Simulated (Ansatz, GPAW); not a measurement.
# STM contrast on 1T-VBrI bilayer, AA, part 4 of 4

What would a tunnelling microscope show on 1T-VBrI bilayer, AA?

GPAW 26.7.0 and Ansatz 0.2.0; Ansatz plane waves; layer without images along its normal, relaxation of atoms and in-plane cell, with D3(BJ) dispersion (the session's first sound run).

So far. Step 2 (Relaxation): The relaxation lowered the energy of the cell by 0.0827 eV. Step 3 (Plane waves, PBE): The layer is gapped, so the Fermi level lies somewhere inside the gap, set by smearing and numerics, and these work functions are no property of the material; the band edges below the vacuum level are. The potential is flat to 3.6e-5 eV/Å where it is read, so the vacuum is wide enough.

### 4. A second plane-wave code (continued)

Level of this step: Ansatz plane waves; slab in vacuum with a dipole correction (Ansatz).

Tip height over the top atom over a1 and a2. Constant current at the density 5.964e-06 e/Å^3, window e_range_-1_0.

Ten even steps from '0' (3.29 Å) to '9' (3.70 Å):
```
000123345566666665543321000
001234456677777766544321000
012345567778887776554321000
123455677888888776554321101
234556788899988876554321111
334567889999998876543321112
345678899999998876543221122
456778999999998776543222223
456788999999988765443222234
567789999999987765433222334
567889999999887654432222344
667889999998876654322222345
667888999888766543322223345
667788888877665433222223345
667778887776654332211223345
566777777665543322111223345
556666666554433221111223344
455555555444332211111223344
444555444433222111111222334
334444333332222111112222333
333333322222222222222222222
222222222222222222222222222
111111112222233333322222111
000011112233333333333221111
000001122334444444433221100
000011223444555554443221100
000012334455666655443321000
```
Columns: a1 from 0 to 0.963; rows upwards: a2 from 0 to 0.963.

E_range_0_1.5. Table of planar mean of the window's density by height over the top atom:

```
height over the top atom (Å)  planar mean of the window's density (e/Å³)
                        1.50                                     0.00191
                        1.90                                      8.5e-4
                        2.10                                      5.6e-4
                        2.50                                      2.5e-4
                        2.70                                      1.7e-4
                        3.10                                      7.4e-5
                        3.30                                      4.9e-5
                        3.70                                      2.1e-5
                        3.90                                      1.4e-5
                        4.30                                      6.0e-6
                        4.50                                      4.0e-6
                        4.90                                      1.7e-6
                        5.10                                      1.1e-6
                        5.50                                      4.9e-7
                        5.70                                      3.2e-7
                        6.10                                      1.4e-7
                        6.30                                      9.2e-8
                        6.70                                      4.0e-8
                        6.90                                      2.7e-8
                        7.30                                      1.2e-8
                        7.50                                      7.7e-9
                        7.90                                      3.4e-9
```

Density over a1 and a2. Constant height 3.5 Å over the top atom, window e_range_0_1.5.

Ten even steps from '0' (2.82 × 1e-5 e/Å³) to '9' (3.94 × 1e-5 e/Å³):
```
000011233445555544332110000
000122344556666554432210000
001223455667776655432210000
012234566778877665432210000
112345677888887765432110000
123456778899887765432111011
234567789999987765432111111
334567899999987654332111112
345678899999887654322111122
445678999999876544321111123
456788999998876543221111223
456788899888765432211111223
456778888877654332111111233
456677777766544321111111234
455667776655433221111112233
445566665544332211101112233
444555554443221110000111223
334444443332211110001111223
333333333222111100001111222
222222222211111110111111122
112221111111111111111111111
111111111111111111111111111
000000111111111221111111110
000000011112222222221111000
000000111222233332222111000
000000112233334333322110000
000001123344444444332110000
```
Columns: a1 from 0 to 0.963; rows upwards: a2 from 0 to 0.963.

Tip height over the top atom over a1 and a2. Constant current at the density 3.220e-05 e/Å^3, window e_range_0_1.5.

Ten even steps from '_' (3.43 Å) to '@' (3.59 Å):
```
______....::----==++++**********++++==----::....______
____....::--====++******####******++====--::....______
__....::--==++++**##############**++++==--::....______
....::--==++****####%%%%%%%%####****++==--::....______
..::--==++****##%%%%%%%%%%%%%%##****++==--::..........
::--==++****##%%%%@@@@@@@@%%%%##****++==--::..........
----==++**##%%%%@@@@@@@@@@%%%%##**++==----::........::
--==++**##%%%%@@@@@@@@@@@@%%%%##**++==--::::......::::
==++**####%%@@@@@@@@@@@@@@%%####**++==--::::....::::--
==++**##%%%%@@@@@@@@@@@@%%%%##**++==--::::......::::--
++****##%%%%@@@@@@@@@@%%%%##****++==--::::....::::--==
++**####%%%%@@@@@@@@%%%%####**++==--::::......::::--==
++**####%%%%%%%%%%%%%%####**++==----::........::----==
++****####%%%%%%%%####****++==----::..........::----==
++****##############****++==----::............::----==
++++****************++++==----::..............::----==
==++++++******++++++====----::................::----==
======++++++++======----::::..................::::----
----==========------::::::....................::::::--
----------------::::::::......................::::::::
::::::::::::::::::::............................::::::
......................................................
......................::::::::::::::::::::............
__________........::::::::----------::::::::........__
__________......::::::----------------::::::......____
__________....::::----==============----::::....______
________....::----====++++++++++++====----::....______
```
Columns: a1 from 0 to 0.963; rows upwards: a2 from 0 to 0.963.

Force by atom:

```
atom  x (eV/Å)  y (eV/Å)  z (eV/Å)   size
  I1     0.000     0.000    -0.101  0.101
  V2     0.000     0.000    -0.047  0.047
 Br3     0.000     0.000    -0.015  0.015
  I4     0.000     0.000     0.032  0.032
  V5     0.000     0.000     0.047  0.047
 Br6     0.000     0.000     0.083  0.083
```

Spin density in the ca plane at fractional y = 0.000, with atoms of V within 0.2 Å of it.

Values in e/Å³, 6 rows by 16 columns, each cell a mean:
```
 0.0  0.0  0.0  0.0  0.0  0.0  0.2  1.2  0.2  0.0  0.0  0.0 -0.1 -1.0 -0.5  0.0
 0.0  0.0  0.0  0.0  0.0  0.0  0.0  0.1  0.0  0.0  0.0  0.0  0.0 -0.1 -0.1  0.0
 0.0  0.0  0.0  0.0  0.0  0.0  0.0  0.0  0.0  0.0  0.0  0.0  0.0  0.0  0.0  0.0
 0.0  0.0  0.0  0.0  0.0  0.0  0.0  0.0  0.0  0.0  0.0  0.0  0.0  0.0  0.0  0.0
 0.0  0.0  0.0  0.0  0.0  0.0  0.0  0.3  0.1  0.0  0.0  0.0  0.0 -0.2 -0.1  0.0
 0.0  0.0  0.0  0.0  0.0  0.0  0.2  1.8  0.3  0.0  0.0  0.0 -0.1 -1.5 -0.8  0.0
```
Columns run along c (16.0 Å, from fractional 0.08 to 0.45 of the cell), rows up along a (3.9 Å). Atoms in or near the plane, at fractional coordinates: V at (0.25, 0.00), V at (0.40, 0.00).

Band density in the ca plane at fractional y = 0.000, with atoms of V within 0.2 Å of it.

Values in Å⁻³, 6 rows by 16 columns, each cell a mean:
```
0.0 0.0 0.0 0.0 0.0 0.0 0.0 0.0 0.6 0.7 0.0 0.0 0.0 0.0 0.3 1.0
0.0 0.0 0.0 0.0 0.0 0.0 0.0 0.0 0.1 0.1 0.0 0.0 0.0 0.0 0.0 0.1
0.0 0.0 0.0 0.0 0.0 0.0 0.0 0.0 0.0 0.0 0.0 0.0 0.0 0.0 0.0 0.0
0.0 0.0 0.0 0.0 0.0 0.0 0.0 0.0 0.0 0.0 0.0 0.0 0.0 0.0 0.0 0.0
0.0 0.0 0.0 0.0 0.0 0.0 0.0 0.0 0.1 0.2 0.0 0.0 0.0 0.0 0.1 0.2
0.0 0.0 0.0 0.0 0.0 0.0 0.0 0.0 1.0 1.1 0.0 0.0 0.0 0.0 0.5 1.5
```
Columns run along c (16.0 Å, from fractional 0.05 to 0.42 of the cell), rows up along a (3.9 Å). Atoms in or near the plane, at fractional coordinates: V at (0.25, 0.00), V at (0.40, 0.00).

Band density in the ca plane at fractional y = 0.000, with atoms of V within 0.2 Å of it.

Ten steps, logarithmic in the rise over the least value, from '0' (0.0 Å⁻³) to '9' (1.9 Å⁻³), each cell a mean:
```
00000000000000000000014688531000000000247997
00000000000000000000001365310000000000124664
00000000000000000000000232100000000000012332
00000000000000000000000011000000000000001111
00000000000000000000000000000000000000000000
00000000000000000000000000000000000000000000
00000000000000000000000121100000000000011221
00000000000000000000001344210000000000013553
00000000000000000000013576421000000000135875
00000000000000000000025798641000000001258998
```
Columns run along c (16.0 Å, from fractional 0.05 to 0.42 of the cell), rows up along a (3.9 Å). Atoms in or near the plane, at fractional coordinates: V at (0.25, 0.00), V at (0.40, 0.00).

In a gap the Fermi level hangs on smearing and numerics; here the upper work functions are 4.211 and 4.207 eV; the step between the faces is 0.74 against 0.75 eV.

### 5. Side by side

Results and costs are gathered.

This step: comparison of work functions, dipole and cost (GPAW 26.7.0).

Ladder, by row:

```
  step    code  work function, upper (eV)  work function, lower (eV)  dipole (e Å)  wall time (s)  peak memory (GiB)  threads
    pw    GPAW                      4.207                      3.461      -0.05462          518.5               0.84        1
ansatz  Ansatz                      4.211                      3.467      -0.05466          24.67              1.398        4
```

### 6. A changed run

One more run, with changed settings.

This step: GPAW, PAW setups; slab in vacuum (GPAW 26.7.0).

run.py

```python
import json
import numpy as np
from ase import Atoms
from gpaw import GPAW

slab = Atoms(
    ['I', 'V', 'Br', 'I', 'V', 'Br'],
    positions=[
        [1.95921, 1.13115, 9.00000],
        [-0.00000, 0.00000, 10.64193],
        [-0.00000, 2.26230, 12.02773],
        [1.95921, 1.13115, 15.30480],
        [0.00000, -0.00000, 16.93570],
        [-0.00000, 2.26230, 18.33743]],
    cell=[[3.91842, -0.0, -0.0], [-1.95921, 3.39345, 0.0], [-0.0, 0.0, 27.3374]],
    pbc=[True, True, False],
    magmoms=[0.0, 1.0, 0.0, 0.0, -1.0, 0.0])

slab.calc = GPAW(mode='fd', h=0.4, xc='PBE', kpts={'size': (9, 9, 1), 'gamma': True},
                 occupations={'name': 'fermi-dirac', 'width': 0.05}, nbands='140%',
                 convergence={'density': 1e-05}, maxiter=75,
                 poissonsolver={'dipolelayer': 'xy'},
                 symmetry={'tolerance': 1e-3}, txt='slab.txt')
result = {}
energy = slab.get_potential_energy()
fermi = slab.calc.get_fermi_level()
v = slab.calc.get_electrostatic_potential().mean((0, 1)) - fermi
n = slab.calc.get_pseudo_density().mean((0, 1))
L = slab.cell[2, 2]
z = np.arange(len(v)) * L / len(v)
low, high = slab.positions[:, 2].min(), slab.positions[:, 2].max()
below, above = np.interp([low - 6.8, high + 6.8], z, v)
slopes = [np.interp(x, z, np.gradient(v, z)) for x in (low - 6.8, high + 6.8)]
eps = np.array([[slab.calc.get_eigenvalues(k, s) for k in range(len(slab.calc.get_ibz_k_points()))]
                for s in range(slab.calc.get_number_of_spins())]) - fermi
top, bottom = eps[eps < 0].max(), eps[eps > 0].min()
dipole = slab.get_dipole_moment()[2]
print(f'energy {energy:.4f} eV, Fermi level {fermi:.4f} eV, dipole {dipole:.5f} e A')
print(f'potential 6.8 A off the faces, from the Fermi level: lower {below:.4f} eV, upper {above:.4f} eV')
print(f'slope of the potential there: lower {slopes[0]:.5f}, upper {slopes[1]:.5f} eV/A')
print(f'nearest levels on the mesh: {top:.4f} and {bottom:.4f} eV')
print('magnetic moment', round(slab.get_magnetic_moment(), 3))
result.update(energy=energy, fermi=fermi, dipole=dipole, below=below, above=above, slopes=slopes, edges=[top, bottom],
              z=z.tolist(), v=v.tolist(), n=n.tolist(), positions=slab.positions.tolist(),
              forces=slab.get_forces(apply_constraint=False).tolist(), moments=slab.get_magnetic_moments().tolist())
json.dump(result, open('result.json', 'w'))
```

Run with:

```sh
OMP_NUM_THREADS=1 OPENBLAS_NUM_THREADS=1 python run.py
```

Numbers of over 12 decimals in the logs are rounded to 6 here.

Output:

```text
energy -25.6528 eV, Fermi level -3.7238 eV, dipole -0.04978 e A
potential 6.8 A off the faces, from the Fermi level: lower 3.3850 eV, upper 4.0626 eV
slope of the potential there: lower -0.00000, upper 0.00000 eV/A
nearest levels on the mesh: -0.2570 and 0.2200 eV
magnetic moment 0.004
```

Elapsed: 78 s, on 1 thread of Intel Xeon Platinum 8488C (Sapphire Rapids), shared host; peak memory 0.21 GiB.

The run finished. A setting was moved off its sound value on purpose, so it serves as a test and not as the result.

The fault put into the input: a grid far too coarse (mode = "fd" and h = 0.4).

Side by side:

```
                     quantity   this run   sound run  difference
dipole along the normal (e·Å)  -0.049778   -0.054624     0.00485
     upper work function (eV)     4.0626      4.2072      -0.145
     lower work function (eV)     3.3850      3.4609     -0.0759
 upper ionisation energy (eV)     4.3196      4.6597      -0.340
 sum of the site moments (μB)   0.036852  -0.0012169      0.0381
```

One result that differs is the dipole along the normal, -0.0498 e·Å against -0.0546 e·Å.

### 7. What came out

```yaml
work_function_upper_and_lower_face_fermi_level_placed_in_the_gap_by_the_smearing: 4.207 and 3.461 eV
ionisation_energy_from_the_upper_face_highest_filled_level_on_the_mesh: 4.66 eV
electron_affinity_from_the_upper_face_lowest_empty_kohn_sham_level_on_the_mesh: 3.79 eV
dipole_along_the_normal: -0.0546 e Å
corrugation_at_minus_2_v: 0.460 Å
corrugation_at_minus_1_v: 0.430 Å
corrugation_at_1p5_v: 0.172 Å
```

What this shows: The corrugation at constant current is largest at -2 V, where the tip height varies by 0.46 Å over the cell. Negative sample bias images filled states, positive bias empty ones. The two faces differ by 0.75 eV, the step that the slab's dipole makes (e p/(ε0 A) gives 0.74 eV), so the dipole layer is needed. The levels nearest the Fermi level on the mesh lie 0.871 eV apart, so the slab is gapped there: the smearing puts the Fermi level inside the gap, and from either face the ionisation energy is the work function plus 0.45 eV. Both are Kohn-Sham levels on the mesh, and semilocal gaps are too small, so the affinity tends to come out too large and the ionisation energy too small. The images are of Tersoff-Hamann type: an s-wave tip, no tip-sample forces, heights closer than in a microscope. Ansatz gives corrugations of 0.45 Å at -2 V (GPAW 0.46), 0.42 Å at -1 V (GPAW 0.43) and 0.16 Å at 1.5 V (GPAW 0.17). GPAW's time includes a further run over the whole zone for the images, so the two times are not like for like. The layers' spacing was relaxed with a D3(BJ) dispersion term, which the later single points do not need. With elements this heavy, spin-orbit coupling can move band edges by tenths of an eV. Biases count from a Fermi level whose place in the gap is arbitrary, so only their reach past the band edges has a meaning. One magnetic start was tried; another order may lie lower. The layer's cell and atoms come from the relaxation; spin-orbit coupling and temperature are left out.

[Logs are printed without paths, hosts, clocks, repeated set-up lines and the standing remarks that a program may print on its own settings, such as how far it seeks lower states.]

[Hosts, paths, dates, database ids (printed as entryN), source tags and the programs' standing remarks are cut or masked in the printed files.]
